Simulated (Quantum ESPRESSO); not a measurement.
# Magnetic state of MnSi15 (Si32 Mn2 d3p84) from several starts, part 2 of 2

Wanted: the moments of MnSi15 (Si32 Mn2 d3p84) and the energy of each order that was tried.

Quantum ESPRESSO 7.5; PBE; plane waves with GBRV 1.5 PBE potentials, no spin-orbit coupling.

So far, absolute magnetization (μB): step 2 (run 1 (ferro ++)) 7.55.

## (3) Run 2 (antiferro +−)

pw.in

```
&CONTROL
  calculation = 'scf'
  prefix = 'pwscf'
  outdir = './tmp'
  pseudo_dir = './pseudo'
  disk_io = 'nowf'
/
&SYSTEM
  ibrav = 0
  celldm(1) = 8
  nat = 32
  ntyp = 3
  ecutwfc = 40
  ecutrho = 280
  nbnd = 103
  occupations = 'smearing'
  smearing = 'fd'
  degauss = 0.00367493
  nspin = 2
  starting_magnetization(1) = 0.3
  starting_magnetization(2) = 0
  starting_magnetization(3) = -0.3
/
&ELECTRONS
  conv_thr = 6.4d-08
  electron_maxstep = 150
  mixing_beta = 0.3
/
ATOMIC_SPECIES
Mn1    54.9380 mn_pbe_v1.5.uspp.F.UPF
Si     28.0850 si_pbe_v1.uspp.F.UPF
Mn2    54.9380 mn_pbe_v1.5.uspp.F.UPF
CELL_PARAMETERS alat
   2.5657756457106    0.0000000000000    0.0000000000000
   0.0000000000000    2.5657756457106    0.0000000000000
   0.0000000000000    0.0000000000000    1.2828878228553
ATOMIC_POSITIONS crystal
Mn1     0.0000000000    0.0000000000    0.0000000000
Si      0.1250000000    0.1250000000    0.2500000000
Mn2     0.0000000000    0.2500000000    0.5000000000
Si      0.1250000000    0.3750000000    0.7500000000
Si      0.2500000000    0.0000000000    0.5000000000
Si      0.3750000000    0.1250000000    0.7500000000
Si      0.2500000000    0.2500000000    0.0000000000
Si      0.3750000000    0.3750000000    0.2500000000
Si      0.0000000000    0.5000000000    0.0000000000
Si      0.1250000000    0.6250000000    0.2500000000
Si      0.0000000000    0.7500000000    0.5000000000
Si      0.1250000000    0.8750000000    0.7500000000
Si      0.2500000000    0.5000000000    0.5000000000
Si      0.3750000000    0.6250000000    0.7500000000
Si      0.2500000000    0.7500000000    0.0000000000
Si      0.3750000000    0.8750000000    0.2500000000
Si      0.5000000000    0.0000000000    0.0000000000
Si      0.6250000000    0.1250000000    0.2500000000
Si      0.5000000000    0.2500000000    0.5000000000
Si      0.6250000000    0.3750000000    0.7500000000
Si      0.7500000000    0.0000000000    0.5000000000
Si      0.8750000000    0.1250000000    0.7500000000
Si      0.7500000000    0.2500000000    0.0000000000
Si      0.8750000000    0.3750000000    0.2500000000
Si      0.5000000000    0.5000000000    0.0000000000
Si      0.6250000000    0.6250000000    0.2500000000
Si      0.5000000000    0.7500000000    0.5000000000
Si      0.6250000000    0.8750000000    0.7500000000
Si      0.7500000000    0.5000000000    0.5000000000
Si      0.8750000000    0.6250000000    0.7500000000
Si      0.7500000000    0.7500000000    0.0000000000
Si      0.8750000000    0.8750000000    0.2500000000
K_POINTS automatic
3 3 5 0 0 0
```

Launch:

```
OMP_NUM_THREADS=1 mpirun -n 4 pw.x -nk 4 -in pw.in > pw.out
```

What it wrote:

```text
[banner, memory and clock lines left out]
Program PWSCF v.7.5 starts

     Message from routine setup:
     using ibrav=0 with symmetry is DISCOURAGED, use correct ibrav instead

     bravais-lattice index     =            0
     lattice parameter (alat)  =       8.0000  a.u.
     unit-cell volume          =    4324.1027 (a.u.)^3
     number of atoms/cell      =           32
     number of atomic types    =            3
     number of electrons       =       150.00
     number of Kohn-Sham states=          103
     kinetic-energy cutoff     =      40.0000  Ry
     charge density cutoff     =     280.0000  Ry
     scf convergence threshold =      6.4E-08
     mixing beta               =       0.3000
     number of iterations used =            8  plain     mixing
     Exchange-correlation=  SLA  PW   PBX  PBC
                           (   1   4   3   4   0   0   0)

     celldm(1)=   8.000000  celldm(2)=   0.000000  celldm(3)=   0.000000
     celldm(4)=   0.000000  celldm(5)=   0.000000  celldm(6)=   0.000000

     crystal axes: (cart. coord. in units of alat)
               a(1) = (   2.565776   0.000000   0.000000 )
               a(2) = (   0.000000   2.565776   0.000000 )
               a(3) = (   0.000000   0.000000   1.282888 )

     reciprocal axes: (cart. coord. in units 2 pi/alat)
               b(1) = (  0.389746  0.000000  0.000000 )
               b(2) = (  0.000000  0.389746  0.000000 )
               b(3) = (  0.000000  0.000000  0.779491 )

     PseudoPot. # 1 for Mn read from file:
     mn_pbe_v1.5.uspp.F.UPF
     Pseudo is Ultrasoft + core correction, Zval = 15.0

     PseudoPot. # 2 for Si read from file:
     si_pbe_v1.uspp.F.UPF
     Pseudo is Ultrasoft + core correction, Zval =  4.0

     PseudoPot. # 3 for Mn read from file:
     mn_pbe_v1.5.uspp.F.UPF
     Pseudo is Ultrasoft + core correction, Zval = 15.0

     atomic species   valence    mass     pseudopotential
     Mn1              15.00    54.93800     Mn( 1.00)
     Si                4.00    28.08500     Si( 1.00)
     Mn2              15.00    54.93800     Mn( 1.00)

     Starting magnetic structure
     atomic species   magnetization
     Mn1             0.300
     Si              0.000
     Mn2            -0.300

      2 Sym. Ops. (no inversion) found

   Cartesian axes

     site n.     atom                  positions (alat units)
         1        Mn1    tau(   1) = (   0.0000000   0.0000000   0.0000000  )
         2        Si     tau(   2) = (   0.3207220   0.3207220   0.3207220  )
         3        Mn2    tau(   3) = (   0.0000000   0.6414439   0.6414439  )
         4        Si     tau(   4) = (   0.3207220   0.9621659   0.9621659  )
         5        Si     tau(   5) = (   0.6414439   0.0000000   0.6414439  )
         6        Si     tau(   6) = (   0.9621659   0.3207220   0.9621659  )
         7        Si     tau(   7) = (   0.6414439   0.6414439   0.0000000  )
         8        Si     tau(   8) = (   0.9621659   0.9621659   0.3207220  )
         9        Si     tau(   9) = (   0.0000000   1.2828878   0.0000000  )
        10        Si     tau(  10) = (   0.3207220   1.6036098   0.3207220  )
        11        Si     tau(  11) = (   0.0000000   1.9243317   0.6414439  )
        12        Si     tau(  12) = (   0.3207220   2.2450537   0.9621659  )
        13        Si     tau(  13) = (   0.6414439   1.2828878   0.6414439  )
        14        Si     tau(  14) = (   0.9621659   1.6036098   0.9621659  )
        15        Si     tau(  15) = (   0.6414439   1.9243317   0.0000000  )
        16        Si     tau(  16) = (   0.9621659   2.2450537   0.3207220  )
        17        Si     tau(  17) = (   1.2828878   0.0000000   0.0000000  )
        18        Si     tau(  18) = (   1.6036098   0.3207220   0.3207220  )
        19        Si     tau(  19) = (   1.2828878   0.6414439   0.6414439  )
        20        Si     tau(  20) = (   1.6036098   0.9621659   0.9621659  )
        21        Si     tau(  21) = (   1.9243317   0.0000000   0.6414439  )
        22        Si     tau(  22) = (   2.2450537   0.3207220   0.9621659  )
        23        Si     tau(  23) = (   1.9243317   0.6414439   0.0000000  )
        24        Si     tau(  24) = (   2.2450537   0.9621659   0.3207220  )
        25        Si     tau(  25) = (   1.2828878   1.2828878   0.0000000  )
        26        Si     tau(  26) = (   1.6036098   1.6036098   0.3207220  )
        27        Si     tau(  27) = (   1.2828878   1.9243317   0.6414439  )
        28        Si     tau(  28) = (   1.6036098   2.2450537   0.9621659  )
        29        Si     tau(  29) = (   1.9243317   1.2828878   0.6414439  )
        30        Si     tau(  30) = (   2.2450537   1.6036098   0.9621659  )
        31        Si     tau(  31) = (   1.9243317   1.9243317   0.0000000  )
        32        Si     tau(  32) = (   2.2450537   2.2450537   0.3207220  )

     number of k points=    16  Fermi-Dirac smearing, width (Ry)=  0.0037
                       cart. coord. in units 2pi/alat
        k(    1) = (   0.0000000   0.0000000   0.0000000), wk =   0.0222222
        k(    2) = (   0.0000000   0.0000000   0.1558983), wk =   0.0444444
        k(    3) = (   0.0000000   0.0000000   0.3117966), wk =   0.0444444
        k(    4) = (   0.0000000   0.1299152   0.0000000), wk =   0.0444444
        k(    5) = (   0.0000000   0.1299152   0.1558983), wk =   0.0888889
        [... 11 further k-points ...]

     Dense  grid:   342127 G-vectors     FFT dimensions: ( 120, 120,  60)

     Smooth grid:   147905 G-vectors     FFT dimensions: (  90,  90,  45)

     Check: negative core charge=   -0.000006
     Generating pointlists ...
     new r_m :   0.2291 (alat units)  1.8332 (a.u.) for type    1
     new r_m :   0.2291 (alat units)  1.8332 (a.u.) for type    2
     new r_m :   0.2291 (alat units)  1.8332 (a.u.) for type    3

     Initial potential from superposition of free atoms

     starting charge     148.9797, renormalised to     150.0000
     Starting wfcs are  146 randomized atomic wfcs

     Self-consistent Calculation

     iteration #  1     ecut=    40.00 Ry     beta= 0.30
     Davidson diagonalization with overlap
     ethr =  1.00E-02,  avg # of iterations =  3.1

     total energy              =    -704.29369889 Ry
     estimated scf accuracy    <      13.60731373 Ry

     total magnetization       =     0.00 Bohr mag/cell
     absolute magnetization    =     5.26 Bohr mag/cell

     iteration #  2     ecut=    40.00 Ry     beta= 0.30
     Davidson diagonalization with overlap
     ethr =  9.07E-03,  avg # of iterations =  4.1

     total energy              =    -702.13528504 Ry
     estimated scf accuracy    <     166.88185951 Ry

     total magnetization       =    -0.01 Bohr mag/cell
     absolute magnetization    =     0.38 Bohr mag/cell

     [... further iterations left out ...]

     iteration # 19     ecut=    40.00 Ry     beta= 0.30
     Davidson diagonalization with overlap
     ethr =  1.95E-10,  avg # of iterations =  2.5

     total energy              =    -709.99372190 Ry
     estimated scf accuracy    <       0.00000007 Ry

     total magnetization       =    -0.00 Bohr mag/cell
     absolute magnetization    =     6.89 Bohr mag/cell

     iteration # 20     ecut=    40.00 Ry     beta= 0.30
     Davidson diagonalization with overlap
     ethr =  4.78E-11,  avg # of iterations =  3.9

     Magnetic moment per site  (integrated on atomic sphere of radius R)
     atom   1 (R=0.229)  charge= 12.9942  magn=  2.6452
     atom   2 (R=0.229)  charge=  1.8399  magn= -0.0000
     atom   3 (R=0.229)  charge= 12.9941  magn= -2.6456
     atom   4 (R=0.229)  charge=  1.8303  magn=  0.0638
     atom   5 (R=0.229)  charge=  1.8144  magn=  0.0034
     atom   6 (R=0.229)  charge=  1.8229  magn= -0.0000
     atom   7 (R=0.229)  charge=  1.8144  magn= -0.0034
     atom   8 (R=0.229)  charge=  1.8221  magn= -0.0002
     atom   9 (R=0.229)  charge=  1.8186  magn= -0.0091
     atom  10 (R=0.229)  charge=  1.8226  magn= -0.0000
     atom  11 (R=0.229)  charge=  1.8186  magn=  0.0091
     atom  12 (R=0.229)  charge=  1.8303  magn= -0.0638
     atom  13 (R=0.229)  charge=  1.8215  magn= -0.0043
     atom  14 (R=0.229)  charge=  1.8217  magn= -0.0000
     atom  15 (R=0.229)  charge=  1.8215  magn=  0.0043
     atom  16 (R=0.229)  charge=  1.8221  magn=  0.0002
     atom  17 (R=0.229)  charge=  1.8241  magn= -0.0017
     atom  18 (R=0.229)  charge=  1.8229  magn= -0.0000
     atom  19 (R=0.229)  charge=  1.8240  magn=  0.0017
     atom  20 (R=0.229)  charge=  1.8221  magn= -0.0002
     atom  21 (R=0.229)  charge=  1.8144  magn=  0.0034
     atom  22 (R=0.229)  charge=  1.8399  magn= -0.0000
     atom  23 (R=0.229)  charge=  1.8144  magn= -0.0034
     atom  24 (R=0.229)  charge=  1.8303  magn=  0.0638
     atom  25 (R=0.229)  charge=  1.8246  magn= -0.0033
     atom  26 (R=0.229)  charge=  1.8217  magn= -0.0000
     atom  27 (R=0.229)  charge=  1.8246  magn=  0.0033
     atom  28 (R=0.229)  charge=  1.8221  magn=  0.0002
     atom  29 (R=0.229)  charge=  1.8215  magn= -0.0043
     atom  30 (R=0.229)  charge=  1.8226  magn= -0.0000
     atom  31 (R=0.229)  charge=  1.8215  magn=  0.0043
     atom  32 (R=0.229)  charge=  1.8303  magn= -0.0638

     End of self-consistent calculation

     [... lines left out ...]
     the Fermi energy is     6.4203 ev

!    total energy              =    -709.99372202 Ry
     estimated scf accuracy    <       0.00000004 Ry
     smearing contrib. (-TS)   =      -0.00696823 Ry
     internal energy E=F+TS    =    -709.98675380 Ry

     The total energy is F=E-TS. E is the sum of the following terms:
     one-electron contribution =    -395.38115196 Ry
     hartree contribution      =     257.67558133 Ry
     xc contribution           =    -182.23343308 Ry
     ewald contribution        =    -390.04775009 Ry

     total magnetization       =    -0.00 Bohr mag/cell
     absolute magnetization    =     6.88 Bohr mag/cell

     convergence has been achieved in  20 iterations
```

Run time: 20 min. Hardware: 4 MPI ranks of Intel Xeon at 2.70GHz, shared host; peak memory 3.8 GiB; 81 min of CPU time.

Spin moment in the atom's sphere by element, in μB:

| element | atoms | mean | spread (r.m.s.) | least | largest |
| --- | --- | --- | --- | --- | --- |
| Mn | 2 | 0.00 | 2.65 | -2.65 | 2.65 |
| Si | 30 | 0.00 | 0.02 | -0.06 | 0.06 |

The atoms farthest from the mean of their element:

```
atom       x, y, z (Å)  spin moment in the atom's sphere (μB)
 Mn1  0.00, 0.00, 0.00                                   2.65
 Mn3  0.00, 2.72, 2.72                                  -2.65
 Si4  1.36, 4.07, 4.07                                   0.06
Si12  1.36, 9.50, 4.07                                  -0.06
Si32  9.50, 9.50, 1.36                                  -0.06
Si24  9.50, 4.07, 1.36                                   0.06
 Si9  0.00, 5.43, 0.00                                  -0.01
Si11  0.00, 8.15, 2.72                                   0.01
```

This step gave:

```yaml
smearing_term_ts: 0.09481 eV
magnetization: 0 μB
absolute_magnetization: 6.883 μB
final_state: antiferromagnetic
```

## (4) Ranking

An order is kept where moments of 0.15 μB or more survive with the typed signs; meshes match where a doubled cell samples the same k points as the first cell.

Orders:

| start | final state | typed order kept | energy over the lowest (meV a seeded atom) | largest site moment (μB) | net moment (μB a cell of the first run) | mesh matched | CPU time (s) |
| --- | --- | --- | --- | --- | --- | --- | --- |
| ferro ++ | ferromagnetic | yes | 0 | 2.831 | 5.992 | yes | 3401 |
| antiferro +- | antiferromagnetic | yes | 170.8 | 2.646 | 7.23e-4 | yes | 4869 |

## (5) Outcome

```
lowest state found      : ferromagnetic (from ferro ++)
largest site moment     : 2.83 μB
next state with moments : antiferromagnetic, 171 meV a seeded atom higher
```

**Reading.** This is the lowest of 2 collinear or spinless starts, no proof of the ground state.

[Logs and program files are shortened in this print: banners, set-up blocks, solver, clock and traceback lines can be left out without a mark of their own.]

[Logs are printed without paths, hosts, clocks, repeated set-up lines and the standing remarks that a program may print on its own settings, such as how far it seeks lower states.]

[Hosts, paths, dates, database ids (printed as entryN), source tags and the programs' standing remarks are cut or masked in the printed files.]

[Where a cell is said to come from a database of computed structures, the database is the Materials Project.]
